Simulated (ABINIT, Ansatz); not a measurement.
# TiO2 (Rutile): changed settings of a GW run in ABINIT

What do changed inputs do to GW on TiO2 (Rutile)?

Method: PBE and many-body steps on it, plane waves, in ABINIT 10.8.3.

### Step 1. The structure

The structure is tetragonal, space group P4_2/mnm (No. 136). Conventional cell: a = 4.592 Å, b = 4.592 Å, c = 2.957 Å, α = 90.00°, β = 90.00°, γ = 90.00°. Ti has 6 O at 1.95 to 1.98 Å nearest. Nearest to O lie 3 Ti at 1.95 to 1.98 Å. Farther neighbours and most contacts between anions are not listed.

The cell and positions come from the Crystallography Open Database and are kept as given unless a step says otherwise.

### Step 2. Screening, 4×4×4 mesh, 140 bands, screening to 141.5 eV

This step: ABINIT 10.8.3; RPA screening on PBE, plane waves, norm-conserving pseudopotentials.

The RPA dielectric matrix is built and inverted for each q.

File run.abi:

```
acell 3*1.0 Angstrom
rprim 
  4.592200000000 0.000000000000 0.000000000000
  0.000000000000 4.592200000000 0.000000000000
  0.000000000000 0.000000000000 2.957400000000
ntypat 2
znucl 22 8
natom 6
typat 1 1 2 2 2 2
xred 
  0.000000000000 0.000000000000 0.000000000000
  0.500000000000 0.500000000000 0.500000000000
  0.304960000000 0.304960000000 0.000000000000
  0.195040000000 0.804960000000 0.500000000000
  0.695040000000 0.695040000000 0.000000000000
  0.804960000000 0.195040000000 0.500000000000
pp_dirpath "pseudos"
pseudos "Ti.upf, O.upf"
ecut 38
ngkpt 4 4 4
nshiftk 1
shiftk 0 0 0
kptopt 1
chksymbreak 0
istwfk *1
occopt 1
irdwfk 1
optdriver 3
nband 140
ecuteps 5.2
inclvkb 2
awtr 1
symchi 1
indata_prefix "in"
outdata_prefix "out"
tmpdata_prefix "tmp"
```

The run is started by

```console
OMP_NUM_THREADS=1 mpirun -n 16 abinit run.abi > log
```

Output:

```text
.Version 10.8.3 of ABINIT. v10.8.2 released Aug 2026.

 Symmetries : space group P4_2/m n m (#136); Bravais tP (primitive tetrag.)
[... echo of the input left out ...]
== DATASET  1 ==================================================================
-   mpi_nproc: 16, omp_nthreads: 1 (-1 if OMP is not activated)

--- !DatasetInfo
iteration_state: {dtset: 1, }
dimensions: {natom: 6, nkpt: 18, mband: 140, nsppol: 1, nspinor: 1, nspden: 1, mpw: 4748, }
cutoff_energies: {ecut:  38.0, pawecutdg:  -1.0, }
electrons: {nelect:   4.80000000E+01, charge:   0.00000000E+00, occopt:   1.00000000E+00, tsmear:   1.00000000E-02, }

 SCREENING: Calculation of the susceptibility and dielectric matrices

 Based on a program developped by R.W. Godby, V. Olevano, G. Onida, and L. Reining.
 Incorporated in ABINIT by V. Olevano, G.-M. Rignanese, and M. Torrent.
.Using double precision arithmetic ; gwpc =  8

[... cell and pseudopotentials left out ...]
--------------------------------------------------------------------------------

 ==== K-mesh for the wavefunctions ====
 Number of points in the irreducible wedge :    18
[... list of points left out ...]
 Together with 16 symmetry operations and time-reversal symmetry
 yields    64 points in the full Brillouin Zone.

 ==== Q-mesh for the screening function ====
 Number of points in the irreducible wedge :    18
[... list of points left out ...]
 Together with 16 symmetry operations and time-reversal symmetry
 yields    64 points in the full Brillouin Zone.

 setmesh: FFT mesh size selected  =    36x   36x   24
          total number of points  =        31104

 vcoul_init : cutoff-mode = AUXILIARY_FUNCTION
 q-points for optical limit:   1
     1)      0.000010    0.000020    0.000030

- screening: taking advantage of time-reversal symmetry
- Maximum band index for partially occupied states nbvw = 24
- Remaining bands to be divided among processors   nbcw = 116
- Number of bands treated by each node ~7

 Number of electrons calculated from density =   48.0000; Expected =   48.0000
 average of density, n =  0.114049
 r_s =    1.2792
 omega_plasma =   32.5763 [eV]

 calculating chi0 at frequencies [eV] :
  1    0.000000E+00    0.000000E+00
  2    0.000000E+00    3.257632E+01

--------------------------------------------------------------------------------
  q-point number  1        q = ( 0.000000, 0.000000, 0.000000) [r.l.u.]
--------------------------------------------------------------------------------
[... chi0 elements left out ...]
 For q-point:  0.000010 0.000020 0.000030
  dielectric constant =   8.5540
  dielectric constant without local fields =   8.9685

  Average fulfillment of the sum rule on Im[epsilon] for q-point    1 :     62.22  [%]
[... wings left out ...]
  q-point number  2        q = ( 0.250000, 0.000000, 0.000000) [r.l.u.]
--------------------------------------------------------------------------------
[... chi0 elements left out ...]
  Average fulfillment of the sum rule on Im[epsilon] for q-point    2 :     72.98  [%]

 [... 16 further q-points ...]
```

Run time: 4.1 min. Hardware: 16 MPI ranks of Arm Neoverse N1, shared host; peak memory 6.6 GiB; 65 min of CPU time.

Numbers from this step:

| Property | Result |
| --- | --- |
| ε∞ with local fields, on this mesh, along the program's q direction | 8.554 |
| the same without local fields | 8.969 |
| plasma frequency | 32.58 eV |
| plane waves in the screening matrix | 249 |

Local fields lower ε∞ by 5 %. On a Γ-centred mesh this coarse the value itself is usually too large, while a short band sum pulls it down.

### Step 3. Base

The self-energy is evaluated for the states that the input lists, and the levels follow from it, in one-shot runs by the linearised quasiparticle equation.

This step: G0W0 on PBE, plane waves, norm-conserving pseudopotentials.

Edit run.abi of step 2 so:

```diff
@@ -27,8 +27,15 @@
 irdwfk 1
-optdriver 3
+optdriver 4
 nband 140
+gwcalctyp 0
+ecutsigx 38
+symsigma 1
+nkptgw 1
+kptgw 
+  0.0000000000 0.0000000000 0.0000000000
+bdgw 
+  22 26
 ecuteps 5.2
-inclvkb 2
-awtr 1
-symchi 1
+irdscr 1
+ppmodel 1
 indata_prefix "in"
```

Output:

```text
.Version 10.8.3 of ABINIT. v10.8.2 released Aug 2026.

 Symmetries : space group P4_2/m n m (#136); Bravais tP (primitive tetrag.)
[... echo of the input left out ...]
== DATASET  1 ==================================================================
-   mpi_nproc: 16, omp_nthreads: 1 (-1 if OMP is not activated)

--- !DatasetInfo
iteration_state: {dtset: 1, }
dimensions: {natom: 6, nkpt: 18, mband: 140, nsppol: 1, nspinor: 1, nspden: 1, mpw: 4748, }
cutoff_energies: {ecut:  38.0, pawecutdg:  -1.0, }
electrons: {nelect:   4.80000000E+01, charge:   0.00000000E+00, occopt:   1.00000000E+00, tsmear:   1.00000000E-02, }

 SIGMA: Calculation of the GW corrections

 Based on a program developped by R.W. Godby, V. Olevano, G. Onida, and L. Reining.
 Incorporated in ABINIT by V. Olevano, G.-M. Rignanese, and M. Torrent.
.Using double precision arithmetic ; gwpc =  8

[... cell and pseudopotentials left out ...]
--------------------------------------------------------------------------------

 ==== K-mesh for the wavefunctions ====
 Number of points in the irreducible wedge :    18
[... list of points left out ...]
 Together with 16 symmetry operations and time-reversal symmetry
 yields    64 points in the full Brillouin Zone.

 ==== Q-mesh for screening function ====
 Number of points in the irreducible wedge :    18
[... list of points left out ...]
 Together with 16 symmetry operations and time-reversal symmetry
 yields    64 points in the full Brillouin Zone.

 vcoul_init : cutoff-mode = AUXILIARY_FUNCTION
 q-points for optical limit:   1
     1)      0.000010    0.000020    0.000030
 setmesh: FFT mesh size selected  =    50x   50x   32
          total number of points  =        80000

 Number of electrons calculated from density =   48.0000; Expected =   48.0000
 average of density, n =  0.114049
 r_s =    1.2792
 omega_plasma =   32.5763 [eV]

 === KS Band Gaps ===
  >>>> For spin  1
   Minimum direct gap =   1.9166 [eV], located at k-point      :   0.0000  0.0000  0.0000
   Fundamental gap    =   1.9166 [eV], Top of valence bands at :   0.0000  0.0000  0.0000
                                       Bottom of conduction at :   0.0000  0.0000  0.0000
 SIGMA fundamental parameters:
 PLASMON POLE MODEL  1
 number of plane-waves for SigmaX                 4679
 number of plane-waves for SigmaC and W            249
 number of plane-waves for wavefunctions          4679
 number of bands                                   140
 number of independent spin polarizations            1
 number of spinorial components                      1
 number of k-points in IBZ                          18
 number of q-points in IBZ                          18
 number of symmetry operations                      16
 number of k-points in BZ                           64
 number of q-points in BZ                           64
 number of frequencies for dSigma/dE                 9
 frequency step for dSigma/dE [eV]                0.25
 number of omega for Sigma on real axis              0
 max omega for Sigma on real axis  [eV]           0.00
 zcut for avoiding poles [eV]                     0.10

 EPSILON^-1 parameters (SCR file):
 dimension of the eps^-1 matrix on file            249
 dimension of the eps^-1 matrix used               249
 number of plane-waves for wavefunctions          4679
 number of bands                                   140
 number of q-points in IBZ                          18
 number of frequencies                               2
 number of real frequencies                          1
 number of imag frequencies                          1

 matrix elements of self-energy operator (all in [eV])

 Perturbative Calculation

--- !SelfEnergy_ee
iteration_state: {dtset: 1, }
kpoint     : [   0.000,    0.000,    0.000, ]
spin       : 1
KS_gap     :    1.917
QP_gap     :    3.375
Delta_QP_KS:    1.459
data: !SigmaeeData |
     Band     E0 <VxcDFT>   SigX SigC(E0)      Z dSigC/dE  Sig(E)    E-E0       E
       22   5.208 -20.672 -25.174   4.748   0.771  -0.297 -20.483   0.189   5.397
       23   5.208 -20.672 -25.174   4.748   0.771  -0.297 -20.483   0.189   5.397
       24   5.660 -20.448 -25.098   4.929   0.765  -0.308 -20.235   0.213   5.873
       25   7.576 -20.150 -12.063  -5.939   0.779  -0.284 -18.478   1.672   9.248
       26   7.879 -19.778 -12.069  -5.685   0.780  -0.282 -18.199   1.579   9.458

== END DATASET(S) ==============================================================
================================================================================

 -outvars: echo values of variables after computation  --------
           etotal      0.0000000000E+00
            nband         140
             nkpt          18
          spgroup         136
 [... the other variables as echoed above ...]

 Calculation completed.
```

Wall time 9.2 s (16 MPI ranks); peak memory 3.2 GiB; 2.4 min of CPU time.

This step gave:

* G0W0 gap on the points computed: 3.375 eV
* starting gap on the mesh: 1.917 eV
* k of the valence top: 0, 0, 0
* k of the conduction bottom: 0, 0, 0
* Z at the valence top: 0.765
* Z at the conduction bottom: 0.779
* least direct G0W0 gap on the computed points: 3.375 eV

The gap on the mesh goes from 1.92 eV to 3.37 eV, a correction of +1.46 eV.

### Step 4. Broadening of the poles

Edit run.abi of step 3 so:

```diff
@@ -40,2 +40,3 @@
 ppmodel 1
+zcut 0.01 eV
 indata_prefix "in"
```

Output:

```text
.Version 10.8.3 of ABINIT. v10.8.2 released Aug 2026.

 Symmetries : space group P4_2/m n m (#136); Bravais tP (primitive tetrag.)
[... echo of the input left out ...]
== DATASET  1 ==================================================================
-   mpi_nproc: 16, omp_nthreads: 1 (-1 if OMP is not activated)

--- !DatasetInfo
iteration_state: {dtset: 1, }
dimensions: {natom: 6, nkpt: 18, mband: 140, nsppol: 1, nspinor: 1, nspden: 1, mpw: 4748, }
cutoff_energies: {ecut:  38.0, pawecutdg:  -1.0, }
electrons: {nelect:   4.80000000E+01, charge:   0.00000000E+00, occopt:   1.00000000E+00, tsmear:   1.00000000E-02, }

 SIGMA: Calculation of the GW corrections

 Based on a program developped by R.W. Godby, V. Olevano, G. Onida, and L. Reining.
 Incorporated in ABINIT by V. Olevano, G.-M. Rignanese, and M. Torrent.
.Using double precision arithmetic ; gwpc =  8

[... cell and pseudopotentials left out ...]
--------------------------------------------------------------------------------

 ==== K-mesh for the wavefunctions ====
 Number of points in the irreducible wedge :    18
[... list of points left out ...]
 Together with 16 symmetry operations and time-reversal symmetry
 yields    64 points in the full Brillouin Zone.

 ==== Q-mesh for screening function ====
 Number of points in the irreducible wedge :    18
[... list of points left out ...]
 Together with 16 symmetry operations and time-reversal symmetry
 yields    64 points in the full Brillouin Zone.

 vcoul_init : cutoff-mode = AUXILIARY_FUNCTION
 q-points for optical limit:   1
     1)      0.000010    0.000020    0.000030
 setmesh: FFT mesh size selected  =    50x   50x   32
          total number of points  =        80000

 Number of electrons calculated from density =   48.0000; Expected =   48.0000
[...]
number of q-points in IBZ                          18
 number of symmetry operations                      16
 number of k-points in BZ                           64
 number of q-points in BZ                           64
 number of frequencies for dSigma/dE                 9
 frequency step for dSigma/dE [eV]                0.25
 number of omega for Sigma on real axis              0
 max omega for Sigma on real axis  [eV]           0.00
 zcut for avoiding poles [eV]                     0.01

 EPSILON^-1 parameters (SCR file):
 dimension of the eps^-1 matrix on file            249
 dimension of the eps^-1 matrix used               249
 number of plane-waves for wavefunctions          4679
 number of bands                                   140
 number of q-points in IBZ                          18
 number of frequencies                               2
 number of real frequencies                          1
 number of imag frequencies                          1

 matrix elements of self-energy operator (all in [eV])

 Perturbative Calculation

--- !SelfEnergy_ee
iteration_state: {dtset: 1, }
kpoint     : [   0.000,    0.000,    0.000, ]
spin       : 1
KS_gap     :    1.917
QP_gap     :    3.375
Delta_QP_KS:    1.459
data: !SigmaeeData |
     Band     E0 <VxcDFT>   SigX SigC(E0)      Z dSigC/dE  Sig(E)    E-E0       E
       22   5.208 -20.672 -25.174   4.748   0.771  -0.297 -20.483   0.189   5.397
       23   5.208 -20.672 -25.174   4.748   0.771  -0.297 -20.483   0.189   5.397
       24   5.660 -20.448 -25.098   4.929   0.765  -0.308 -20.235   0.213   5.873
       25   7.576 -20.150 -12.063  -5.939   0.779  -0.284 -18.478   1.672   9.248
       26   7.879 -19.778 -12.069  -5.685   0.780  -0.282 -18.199   1.579   9.458

== END DATASET(S) ==============================================================
================================================================================

 -outvars: echo values of variables after computation  --------
           etotal      0.0000000000E+00
            nband         140
             nkpt          18
          spgroup         136
 [... the other variables as echoed above ...]

 Calculation completed.
```

Wall time 9 s (16 MPI ranks); peak memory 3.2 GiB; 2.3 min of CPU time.

This step gave:

```yaml
g0w0_gap_on_the_points_computed: 3.375 eV
starting_gap_on_the_mesh: 1.917 eV
k_of_the_valence_top: 0, 0, 0
k_of_the_conduction_bottom: 0, 0, 0
z_at_the_valence_top: 0.765
z_at_the_conduction_bottom: 0.779
least_direct_g0w0_gap_on_the_computed_points: 3.375 eV
```

Against G0W0 in ABINIT (4×4×4 mesh, 140 bands, screening to 141.5 eV, Godby-Needs plasmon pole), the gap moves by +0.000 eV.

### Step 5. Unknown plasmon-pole model

Edit run.abi of step 4 so:

```diff
@@ -39,4 +39,3 @@
 irdscr 1
-ppmodel 1
-zcut 0.01 eV
+ppmodel 7
 indata_prefix "in"
```

Output:

```text
.Version 10.8.3 of ABINIT. v10.8.2 released Aug 2026.

 Symmetries : space group P4_2/m n m (#136); Bravais tP (primitive tetrag.)
================================================================================
 Values of the parameters that define the memory need of the present run
     intxc =       0    ionmov =       0      iscf =       7    lmnmax =       6
     lnmax =       6     mgfft =      50  mpssoang =       3    mqgrid =    3001
     natom =       6  nloc_mem =       1    nspden =       1   nspinor =       1
    nsppol =       1      nsym =      16    n1xccc =    2501    ntypat =       2
    occopt =       1   xclevel =       2
-    mband =         140        mffmem =           1         mkmem =           2
       mpw =        4748          nfft =       80000          nkpt =          18
================================================================================
  Rough estimation (10% accuracy) of disk space for files :
================================================================================

--------------------------------------------------------------------------------
------------- Echo of variables that govern the present computation ------------
--------------------------------------------------------------------------------
 -outvars: echo values of preprocessed input variables --------
            acell      1.8897261259E+00  1.8897261259E+00  1.8897261259E+00 Bohr

             bdgw          22      26
      chksymbreak           0
             ecut      3.80000000E+01 Hartree
          ecuteps      5.20000000E+00 Hartree
         ecutsigx      3.80000000E+01 Hartree
          ecutwfn      3.80000000E+01 Hartree
-          fftalg         312
           irdscr           1
           irdwfk           1

              ixc     -101130
[...]
pspatm : epsatm=   14.68144553
         --- l  ekb(1:nproj) -->
[...]
pspatm: atomic psp has been read  and splines computed

- O Generated using ONCVPSP code by D. R. Hamann
-  8.00000   6.00000  171031                  znucl, zion, pspdat
12 -101130 2 -1 936                           pspcod,pspxc,lmax,lloc,mmax
     nproj     2     2     1
  pspatm : epsatm=    6.19545534
         --- l  ekb(1:nproj) -->
             0    6.056735    0.824024
             1   -4.717130   -1.149271
             2   -1.331955
 pspatm: atomic psp has been read  and splines computed

   2.59894620E+03                                ecore*ucvol(ha*bohr**3)
--------------------------------------------------------------------------------

 ==== K-mesh for the wavefunctions ====
 Number of points in the irreducible wedge :    18
 Reduced coordinates and weights :

     1)     0.00000000E+00  0.00000000E+00  0.00000000E+00       0.01563
     2)     2.50000000E-01  0.00000000E+00  0.00000000E+00       0.06250
     3)     5.00000000E-01  0.00000000E+00  0.00000000E+00       0.03125
[...]
Together with 16 symmetry operations and time-reversal symmetry
 yields    64 points in the full Brillouin Zone.

 ==== Q-mesh for screening function ====
 Number of points in the irreducible wedge :    18
 Reduced coordinates and weights :

[...]
17)     5.00000000E-01  2.50000000E-01  5.00000000E-01       0.06250
    18)     5.00000000E-01  5.00000000E-01  5.00000000E-01       0.01563

 Together with 16 symmetry operations and time-reversal symmetry
 yields    64 points in the full Brillouin Zone.

 vcoul_init : cutoff-mode = AUXILIARY_FUNCTION
 q-points for optical limit:   1
     1)      0.000010    0.000020    0.000030
 setmesh: FFT mesh size selected  =    50x   50x   32
          total number of points  =        80000

 Number of electrons calculated from density =   48.0000; Expected =   48.0000
 average of density, n =  0.114049
 r_s =    1.2792
 omega_plasma =   32.5763 [eV]

--- !BUG
message: |
    Wrong ppm%model: 7

--- !BUG
message: |
    Wrong ppm%model: 7

--- from the log ---
Wrong ppm%model: 7
```

The job ended after 3.7 s (16 MPI ranks; peak memory 1.3 GiB).

The run stopped with an error after 3.7 s.

The program's words: Wrong ppm%model: 7

The fault put into this input: unknown plasmon-pole model.

### Step 6. The runs together

Times are wall times on 16 MPI ranks of Arm Neoverse N1, shared host, good to a factor of about two. A run's time includes the screening step that it read.

```tsv
run	mesh	bands	screening cutoff (eV)	DFT gap (eV)	gap on the mesh (eV)	direct (eV)	ε∞ used	time
base	4×4×4	140	141.5	1.917	3.375	3.375	8.55	4.2 min
broadening of the poles	4×4×4	140	141.5	1.917	3.375	3.375	8.55	4.2 min
```

### Step 7. Results

```json
{
 "base": "3.375 eV",
 "broadening of the poles": "3.375 eV",
 "known limits": "not at the basis limit; coarse k mesh"
}
```

In words: Broadening of the poles: no change against base (keys changed: zcut). Bands and cutoff are finite, so the gap is not at the basis limit. The miss can reach some tenths of an eV and take either sign; the mesh is an error of its own. In the G0W0 runs levels were corrected at 1 k point alone, so a gap called «on the mesh» is the least over those, and an edge elsewhere would be missed. The 4×4×4 mesh is coarse for this cell, which bears on the long-range parts of exchange and screening.

[Paths, hosts, dates, memory and timing lines, banners, echoed tables and standing remarks are left out of the program output.]

[Logs are printed without paths, hosts, clocks, repeated set-up lines and the standing remarks that a program may print on its own settings, such as how far it seeks lower states.]

[Runs of the session that timed out or met a known fault of the program may be left out.]

[Hosts, paths, dates, database ids (printed as entryN), source tags and the programs' standing remarks are cut or masked in the printed files.]

[G0W0 gaps are taken among the corrected bands and points alone; a level outside them can change the order at an edge.]

[Where Ansatz stands beside ABINIT at settings called matched, ABINIT's density can come from a denser mesh and the files from another edition; pairs whose starting gaps differed by over 0.03 eV were left out, so agreement reads better than it is.]
